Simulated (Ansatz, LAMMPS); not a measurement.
# Glassy 71P2O5-6Al2O3-18BaO-6Fe2O3 (mol %) (100 atoms) under strain: runs compared

How stiff is glassy 71P2O5-6Al2O3-18BaO-6Fe2O3 (mol %) (100 atoms), and how do its levels respond to strain?

Computed with Ansatz 0.2.0: Kohn-Sham DFT, PBEsol, PAW (set soft_2), plane waves.

### 1. The cell as built

The cell holds 100 atoms: 24 P, 2 Al, 3 Ba, 2 Fe and 69 O. Cell: a = 11.202 Å, b = 11.202 Å, c = 11.202 Å, α = 90.0°, β = 90.0°, γ = 90.0°. 100 atoms (24 P, 2 Al, 3 Ba, 2 Fe, 69 O) placed at random at 2.81 g/cm³, melted at 4000 K for 10 ps at fixed volume with the Morse and Coulomb pair potential with partial charges (Pedone, Malavasi, Menziani, Cormack and Segre, J. Phys. Chem. B 110, 11780 (2006)). Quenched from 4000 K to 300 K at 10 K/ps and fixed volume, held 10 ps at zero pressure, then minimised at fixed cell.

What the set-up can't give: The quench rate of 10 K/ps is orders of magnitude faster than experiment, which tends to freeze in extra defects. The starting topology of bonds comes from the classical model, and needn't be the one that DFT or experiment would give. Without a Hubbard term or exact exchange, open shells on Fe are likely too delocalised. The Brillouin zone is sampled at Γ only. Spin–orbit coupling is left out, which matters for the levels of the heavy elements.

### 2. The reference run

The reference is a single point at the end of the relaxation.

Every strained cell starts from the geometry of this run, and its atoms are relaxed with the cell held.

Its input, with most atom lines left out:

```yaml
crystal:
  lattice:
    - [11.25637, -0.12919, 0.24363]
    - [-0.12919, 11.35466, -0.01622]
    - [0.24363, -0.01622, 10.70017]
  atoms:
    - { symbol: P, position: [0.09409, 0.5408, 0.05311] }
    - { symbol: P, position: [0.58879, 0.42988, 0.05247] }
    - { symbol: P, position: [0.40704, 0.21854, 0.01726] }
    - { symbol: P, position: [0.58965, 0.0862, 0.87793] }
    - { symbol: P, position: [0.83408, 0.56475, 0.37152] }
    - { symbol: P, position: [0.27764, 0.91864, 0.8755] }
    - { symbol: P, position: [0.93286, 0.75269, 0.09326] }
    [... atom lines 8 to 100 left out ...]
magnetization:
  spin_polarized: true
kpoints:
  mp_grid: { grid: [1, 1, 1] }
hamiltonian:
  xc: pbesol
scf:
  occupations: { method: fermi_dirac, width: 0.025 }
  lower_state_search: "off"
output:
  forces: true
  stress: true
  populations: true
  dos:
    method: { smearing: { sigma: 0.08 } }
    de: 0.1
    projected: { site_lists: { Al: [Al], Ba: [Ba], Fe: [Fe], O: [O], P: [P] } }
  eigenvalues: true
  write_density: true
  write_potential: true
  volumetric_format: npy
```

| Quantity | Value |
| --- | --- |
| free energy per atom | -840.3626 eV/atom |
| r.m.s. force component | 0.01218 eV/Å |
| pressure | 0.01208 GPa |
| total moment | -10 μB |

Filled and empty levels are parted by 1.10 eV (at Γ alone); a semilocal functional tends to put such gaps too low. In a disordered cell it changes from sample to sample, and tail or defect levels can set it.

### 3. The runs

Each row is one run, on 8 threads of Arm Neoverse V1, shared host. The free energy is the program's total, comparable only between runs with the same functional, potentials and atoms.

| run | atoms | outcome | ionic steps, all passes | free energy (eV) | time | host memory (GiB) |
| --- | --- | --- | --- | --- | --- | --- |
| Single point at the start | 100 | converged | - | -84025.246 | 42 s | 3.2 |
| Cell and atoms relaxed | 100 | converged | 28 | -84036.259 | 9.5 min | 3.3 |
| Single point at the relaxed geometry | 100 | converged | - | -84036.259 | 53 s | 3.2 |
| Volume -3 % | 100 | converged | 12 | -84036.153 | 4.9 min | 3.1 |
| Volume +3 % | 100 | converged | 10 | -84036.146 | 4.2 min | 3.3 |
| Volume -6 % | 100 | converged | 51 | -84036.208 | 19 min | 3.1 |
| Volume +6 % | 100 | converged | 10 | -84035.809 | 4.1 min | 3.4 |
| Volume -10 % | 100 | converged | 40 | -84035.005 | 14 min | 3.0 |
| Stretched by 1 % along x | 100 | converged | 8 | -84036.234 | 3.2 min | 3.2 |
| Compressed by 1 % along x | 100 | converged | 6 | -84036.234 | 2.6 min | 3.2 |
| Sheared by 2 % in xy | 100 | converged | 8 | -84036.227 | 3.4 min | 3.2 |

In some runs the program notes that the SCF threshold is loose for the stress.

### 4. Pressure against volume

Atoms are relaxed at each volume, in the scaled cell.

| volume change (%) | volume (Å³/atom) | energy change (meV/atom) | pressure (GPa) | largest move on relaxing (Å) | bonds | gap (eV) |
| --- | --- | --- | --- | --- | --- | --- |
| -10 | 12.301 | 12.54 | 3.12 | 0.91 | 138 | 0.975 |
| -6 | 12.848 | 0.51 | 1.64 | 1.03 | 138 | 0.822 |
| -3 | 13.258 | 1.06 | 1.03 | 0.15 | 134 | 1.15 |
| +0 | 13.668 | 0.00 | 0.01 | - | 134 | 1.10 |
| +3 | 14.078 | 1.13 | -0.90 | 0.22 | 133 | 1.05 |
| +6 | 14.488 | 4.50 | -1.72 | 0.38 | 133 | 0.987 |

### 5. Uniaxial strain and shear

Stress (GPa, compression positive) less that of the relaxed cell, atoms relaxed:

| strain | xx | yy | zz | xy | energy change (meV/atom) |
| --- | --- | --- | --- | --- | --- |
| stretched by 1 % along x | -0.585 | -0.159 | -0.329 | -0.072 | 0.25 |
| compressed by 1 % along x | 0.634 | 0.210 | 0.102 | 0.025 | 0.24 |
| sheared by 2 % in xy | -0.097 | -0.088 | -0.114 | -0.443 | 0.32 |

### 6. What came out

The bulk modulus, from the slope of pressure against ln V over the three points nearest the relaxed volume, is 32.2 GPa; between neighbouring points the slope runs 34, 19, 33, 31 and 29 GPa from the smallest volume up, without a steady fall, so no pressure derivative is given. The count of bonds runs from 133 to 138 over the series, so at some points contacts cross the cutoffs. At -10 % and -6 % some atom moved by over 0.5 Å on relaxing, so those points may sit in another local minimum. At -6 % the energy lies below that of a less strained cell, so the structure found a lower minimum there. The gap goes from 0.975 eV at the smallest volume to 0.987 eV at the largest, not monotonically (lowest 0.822, highest 1.15 eV), on the run's k-points. In the Cartesian axes of the cell, finite differences give C11 = 61.0, C12 = 18.4, C13 = 21.6 and C66 = 22.1 GPa (the shear of 2 % is the engineering strain, εxy = 0.01). The mean of C11, C12 and C13, which equals the bulk modulus in a cubic or isotropic solid, is 33.6 GPa: it agrees with the bulk modulus within 10 %. For an isotropic solid C66 would equal (C11 − C12)/2 = 21.3 GPa; so small a sample needn't be isotropic, and C66 rests on one shear. With the bulk modulus and C66 as K and G, Young's modulus would be about 54 GPa and Poisson's ratio 0.22.

Caveats: Strains are finite and relaxations stop at the force tolerance of the input, which can leave moduli too stiff; they are those of a static cell at zero temperature. Volumes are changed with the cell's shape held, so in an anisotropic solid the modulus lies over the one under free hydrostatic load. The program notes that the SCF threshold of the relaxations is loose for the stress. In the spin-polarised runs the search for a state of lower energy was switched off. The run was spin polarised, started with 2 parallel moments, ending at -10.0 μB in the cell; that starting order needn't be the real material's, and it bears on forces, charges and levels. With open d shells in the cell, the gap can be one between d levels of these ions, not the gap of the host.

The DFT runs together took 66 min of wall time.

[Logs are printed without paths, hosts, clocks, repeated set-up lines and the standing remarks that a program may print on its own settings, such as how far it seeks lower states.]

[Hosts, paths, dates, database ids (printed as entryN), source tags and the programs' standing remarks are cut or masked in the printed files.]
